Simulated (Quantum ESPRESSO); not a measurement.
# arsenene, 3 layers, AB stacking, stepped through the field along the normal, part 2 of 4

Aim: how the results for arsenene, 3 layers, AB stacking change with the field along the normal.

Quantum ESPRESSO 7.5; plane-wave DFT, PBE, GBRV ultrasoft pseudopotentials.

So far. Step 2 (Relaxing cell and ions of the reference):  The last row is no step: it is a fresh SCF in the final cell with a new plane-wave basis, -0 meV from the row before.

**3. Self-consistent run, 0 V/Å**

The self-consistent run of this member.

Level of this step: plane-wave DFT, PBE, GBRV ultrasoft pseudopotentials (Quantum ESPRESSO 7.5).

File m0.scf.in:

```
&control
  prefix = 'm0.scf'
  outdir = './out'
  pseudo_dir = './pseudo'
  calculation = 'scf'
  tprnfor = .true.
  tefield = .true.
  dipfield = .true.
/
&system
  ibrav = 0
  nat = 6
  ntyp = 1
  ecutwfc = 40
  ecutrho = 200
  occupations = 'smearing'
  smearing = 'fd'
  degauss = 0.002
  edir = 3
  emaxpos = 0.97
  eopreg = 0.04
  eamp = 0.0
  nbnd = 21
/
&electrons
  conv_thr = 1e-09
  mixing_beta = 0.4
  electron_maxstep = 120
  mixing_mode = 'plain'
/
ATOMIC_SPECIES
  As  74.9216  as_pbe_v1.uspp.F.UPF
CELL_PARAMETERS angstrom
  3.64469314300000 0.00000000000000 0.00000000000000
  -1.82234657200000 3.15639685100000 0.00000000000000
  0.00000000000000 0.00000000000000 27.60000000000000
ATOMIC_POSITIONS crystal
  As  0.666666666700 0.333333333300 0.328156870500
  As  0.333333333300 0.666666666700 0.377449046300
  As  0.000000000000 0.000000000000 0.458838469600
  As  0.666666666700 0.333333333300 0.508150705300
  As  0.666666666700 0.333333333300 0.638619098600
  As  0.333333333300 0.666666666700 0.688785809800
K_POINTS automatic
  12 12 1 0 0 0
```

The run is started by

```console
OMP_NUM_THREADS=1 mpirun -n 4 pw.x -nk 4 -in m0.scf.in > m0.scf.out
```

The program printed:

```text
[banner, memory and clock lines left out]
Program PWSCF v.7.5 starts
[citation notice left out]

[...]
bravais-lattice index     =            0
     lattice parameter (alat)  =       6.8875  a.u.
     unit-cell volume          =    2142.6846 (a.u.)^3
     number of atoms/cell      =            6
     number of atomic types    =            1
     number of electrons       =        30.00
     number of Kohn-Sham states=           21
     kinetic-energy cutoff     =      40.0000  Ry
     charge density cutoff     =     200.0000  Ry
     scf convergence threshold =      1.0E-09
     mixing beta               =       0.4000
     number of iterations used =            8  plain     mixing
     Exchange-correlation= SLA  PW   PBE  PBE
                           (   1   4   3   4   0   0   0)

[...]
PseudoPot. # 1 for As read from file:
     ./pseudo/as_pbe_v1.uspp.F.UPF
     Pseudo is Ultrasoft + core correction, Zval =  5.0
     Generated by new atomic code, or converted to UPF format
     Using radial grid of  875 points,  6 beta functions with:
                l(1) =   0
                l(2) =   0
                l(3) =   1
                l(4) =   1
                l(5) =   2
                l(6) =   2
     Q(r) pseudized with  8 coefficients,  rinner =    1.300   1.300   1.300
                                                       1.300   1.300

     atomic species   valence    mass     pseudopotential
     As                5.00    74.92160     As( 1.00)

     No symmetry found

[...]
number of k points=    74  Fermi-Dirac smearing, width (Ry)=  0.0020
[...]
Dense  grid:   102487 G-vectors     FFT dimensions: (  32,  32, 240)

     Smooth grid:    73073 G-vectors     FFT dimensions: (  27,  27, 216)

     Initial potential from superposition of free atoms

     starting charge      29.9985, renormalised to      30.0000

     negative rho (up, down):  1.478E-04 0.000E+00

     Adding external electric field

     Computed dipole along edir(3) :
        Dipole                0.0000 Ry au,          0.0000 Debye
        Dipole field          0.0000 Ry au,

        Potential amp.       -0.0000 Ry
        Total length         50.0702 bohr

     Starting wfcs are   24 randomized atomic wfcs

     per-process dynamical memory:   121.3 Mb

     Self-consistent Calculation

     iteration #  1     ecut=    40.00 Ry     beta= 0.40
     Davidson diagonalization with overlap
     ethr =  1.00E-02,  avg # of iterations =  2.1

     Threshold (ethr) on eigenvalues was too large:
     Diagonalizing with lowered threshold

     Davidson diagonalization with overlap
     ethr =  1.73E-04,  avg # of iterations =  4.6

     negative rho (up, down):  2.097E-04 0.000E+00

     Adding external electric field

     Computed dipole along edir(3) :
        Dipole               -0.0054 Ry au,         -0.0137 Debye
        Dipole field         -0.0000 Ry au,

        Potential amp.        0.0032 Ry
        Total length         50.0702 bohr

     total energy              =    -241.61881950 Ry
     estimated scf accuracy    <       0.05245426 Ry

     iteration #  2     ecut=    40.00 Ry     beta= 0.40
[...]
negative rho (up, down):  2.542E-04 0.000E+00

[...]
Dipole               -0.0870 Ry au,         -0.2211 Debye
[...]
total energy              =    -241.61696209 Ry
     estimated scf accuracy    <       0.01845773 Ry

     iteration #  3     ecut=    40.00 Ry     beta= 0.40
[...]
negative rho (up, down):  2.798E-04 0.000E+00

[...]
Dipole                0.0941 Ry au,          0.2392 Debye
[...]
total energy              =    -241.61374979 Ry
     estimated scf accuracy    <       0.04359622 Ry

     iteration #  4     ecut=    40.00 Ry     beta= 0.40
[...]
c_bands:  1 eigenvalues not converged
     c_bands:  1 eigenvalues not converged
[...]
negative rho (up, down):  2.916E-04 0.000E+00

[...]
Dipole               -0.0171 Ry au,         -0.0435 Debye
[...]
total energy              =    -241.61535582 Ry
     estimated scf accuracy    <       0.06888039 Ry

     iteration #  5     ecut=    40.00 Ry     beta= 0.40
[...]
negative rho (up, down):  2.975E-04 0.000E+00

[...]
Dipole               -0.0221 Ry au,         -0.0563 Debye
[...]
total energy              =    -241.61929110 Ry
     estimated scf accuracy    <       0.00176451 Ry

     iteration #  6     ecut=    40.00 Ry     beta= 0.40
[...]
negative rho (up, down):  2.980E-04 0.000E+00

[...]
Dipole               -0.0064 Ry au,         -0.0163 Debye
[...]
total energy              =    -241.61940918 Ry
     estimated scf accuracy    <       0.00039304 Ry

[...]
iteration # 10     ecut=    40.00 Ry     beta= 0.40
[...]
negative rho (up, down):  3.027E-04 0.000E+00

[...]
Dipole               -0.0105 Ry au,         -0.0268 Debye
[...]
total energy              =    -241.61949531 Ry
     estimated scf accuracy    <       0.00000015 Ry

     iteration # 11     ecut=    40.00 Ry     beta= 0.40
[...]
negative rho (up, down):  3.030E-04 0.000E+00

[...]
Dipole               -0.0107 Ry au,         -0.0271 Debye
[...]
total energy              =    -241.61949534 Ry
     estimated scf accuracy    <       0.00000005 Ry

     iteration # 12     ecut=    40.00 Ry     beta= 0.40
[...]
negative rho (up, down):  3.033E-04 0.000E+00

[...]
Dipole               -0.0106 Ry au,         -0.0270 Debye
[...]
total energy              =    -241.61949535 Ry
     estimated scf accuracy    <          4.1E-09 Ry

     iteration # 13     ecut=    40.00 Ry     beta= 0.40
[...]
negative rho (up, down):  3.036E-04 0.000E+00

[...]
Dipole               -0.0106 Ry au,         -0.0270 Debye
[...]
End of self-consistent calculation

          k = 0.0000 0.0000 0.0000 (  9015 PWs)   bands (ev):

   -14.3873 -13.8115 -13.7004  -8.8403  -7.6337  -6.6031  -1.8999  -0.8972
    -0.8972  -0.8274  -0.7191  -0.7191  -0.5703  -0.5703   0.4598   1.0033
     1.5560   2.2217   2.2217   2.9230   2.9235

          k = 0.0000 0.0962 0.0000 (  9048 PWs)   bands (ev):

   -14.2958 -13.7224 -13.6122  -8.7988  -7.6281  -6.6586  -2.0237  -1.8026
    -1.5072  -1.3870  -1.1831  -0.8283  -0.7635  -0.6099   0.7870   1.5168
     1.9926   2.2808   2.4188   2.8269   2.9421

[...]
the Fermi energy is     0.7331 ev

!    total energy              =    -241.61949535 Ry
     estimated scf accuracy    <          3.6E-10 Ry
     smearing contrib. (-TS)   =      -0.00030575 Ry
     internal energy E=F+TS    =    -241.61918959 Ry

     The total energy is F=E-TS. E is the sum of the following terms:
     one-electron contribution =    -704.30781998 Ry
     hartree contribution      =     360.30182211 Ry
     xc contribution           =    -189.12580907 Ry
     ewald contribution        =     291.51261668 Ry
     electric field correction =       0.00000066 Ry

     convergence has been achieved in  13 iterations

     negative rho (up, down):  3.036E-04 0.000E+00

     Forces acting on atoms (cartesian axes, Ry/au):

     atom    1 type  1   force =     0.00000001    0.00000002   -0.00469298
     atom    2 type  1   force =     0.00000002    0.00000002   -0.00278125
     atom    3 type  1   force =     0.00000000    0.00000001    0.00125954
     atom    4 type  1   force =    -0.00000001    0.00000000    0.00148193
     atom    5 type  1   force =    -0.00000001   -0.00000003    0.00209242
     atom    6 type  1   force =    -0.00000001   -0.00000002    0.00264034

     Total force =     0.006700     Total SCF correction =     0.000042

[...]
```

Elapsed: 2.2 min, on 4 MPI ranks of Arm Neoverse V1, shared host; peak memory 0.68 GiB.

Numbers from this step:

| Property | Result |
| --- | --- |
| free energy | -3287.4007 eV |
| energy at zero smearing | -3287.3986 eV |
| Fermi energy | 0.7331 eV |
| dipole along the normal | -0.005621 e·Å |
| valence top, on the run's zero | 0.7870 eV |
| conduction bottom, on the run's zero | 0.7235 eV |

By band count these two levels touch or overlap: there is no gap, and they are no band edges.

**4. Potential by pp.x, 0 V/Å**

plot_num = 11 writes the bare and Hartree potential, from which vacuum levels or, in a crystal, the mean potential are read.

File m0.pot.in:

```
&inputpp
  prefix = 'm0.scf'
  outdir = './out'
  filplot = 'm0.pot.dat'
  plot_num = 11
/
```

The run is started by

```console
OMP_NUM_THREADS=1 mpirun -n 4 pp.x -in m0.pot.in > m0.pot.out
```

The program printed:

```text
[banner, memory and clock lines left out]
Program POST-PROC v.7.5 starts

          URL

     ./out/m0.scf.save/

     IMPORTANT: XC functional enforced from input :
     Exchange-correlation= PBE
                           (   1   4   3   4   0   0   0)
     Any further DFT definition will be discarded
     Please, verify this is what you really want

     negative rho (up, down):  3.036E-04 0.000E+00

     Adding external electric field

     Computed dipole along edir(3) :
        Dipole               -0.0106 Ry au,         -0.0270 Debye
        Dipole field         -0.0001 Ry au,

        Potential amp.        0.0062 Ry
        Total length         50.0702 bohr

     Calling punch_plot, plot_num =  11

     Adding external electric field

     Computed dipole along edir(3) :
        Dipole               -0.0106 Ry au,         -0.0270 Debye
        Dipole field         -0.0001 Ry au,

        Potential amp.        0.0062 Ry
        Total length         50.0702 bohr

     Writing data to file  m0.pot.dat
     Message from routine chdens:
     namelist plot not found or invalid, exiting
```

Run time: 0.93 s. Hardware: 4 MPI ranks; peak memory 0.11 GiB; 3.4 s of CPU time.

This step gave:

* work function of the upper face: 4.188 eV
* slope of the potential above: 1.40e-4 eV/Å
* upper vacuum line continued to the top atoms, over the Fermi level: 4.187 eV
* work function of the lower face: 4.099 eV
* slope of the potential below: -3.51e-5 eV/Å
* lower vacuum line continued to the bottom atoms, over the Fermi level: 4.099 eV

The potential energy, planar mean oscillates, so the rows of the table below give means over windows of 1 Å about each position, cut where the curve ends. Its maxima inside the range that stand out by 2 % of the span (Å: eV): 9.1: 24.1, 10.5: 24.0, 11.5: 0.562, 12.7: 24.2, 14.0: 24.3, 15.9: 3.52, 17.6: 24.3, 19.0: 24.1. Its minima: 8.4: -1.21, 9.8: -5.86, 11.2: -1.53, 12.0: -1.69, 13.3: -6.17, 14.7: -1.30, 16.9: -1.13, 18.3: -5.91, 19.7: -1.10.

Electrostatic potential energy of an electron, with the sawtooth; zero at the Fermi level. Table of potential energy, planar mean by z; means over each step:

```csv
z (Å),"potential energy, planar mean (eV)"
0,4.11
1,4.10
2,4.10
3,4.10
4,4.10
5,4.10
6,4.09
7,3.90
8,1.56
9,15.2
10,8.05
11,5.83
12,4.09
13,9.73
14,15.0
15,1.42
16,3.21
17,5.42
18,8.94
19,15.2
20,1.61
21,3.95
22,4.17
23,4.19
24,4.19
25,4.19
26,4.19
27,4.17
```

(Continued in part 3 of 4.)

[Logs are printed without paths, hosts, clocks, repeated set-up lines and the standing remarks that a program may print on its own settings, such as how far it seeks lower states.]

[Hosts, paths, dates, database ids (printed as entryN), source tags and the programs' standing remarks are cut or masked in the printed files.]

[Maps of the electrostatic potential energy from Ansatz leave out the sawtooth potential of an applied field or a dipole correction, so their vacuum need not be flat; planar profiles and work functions include it.]
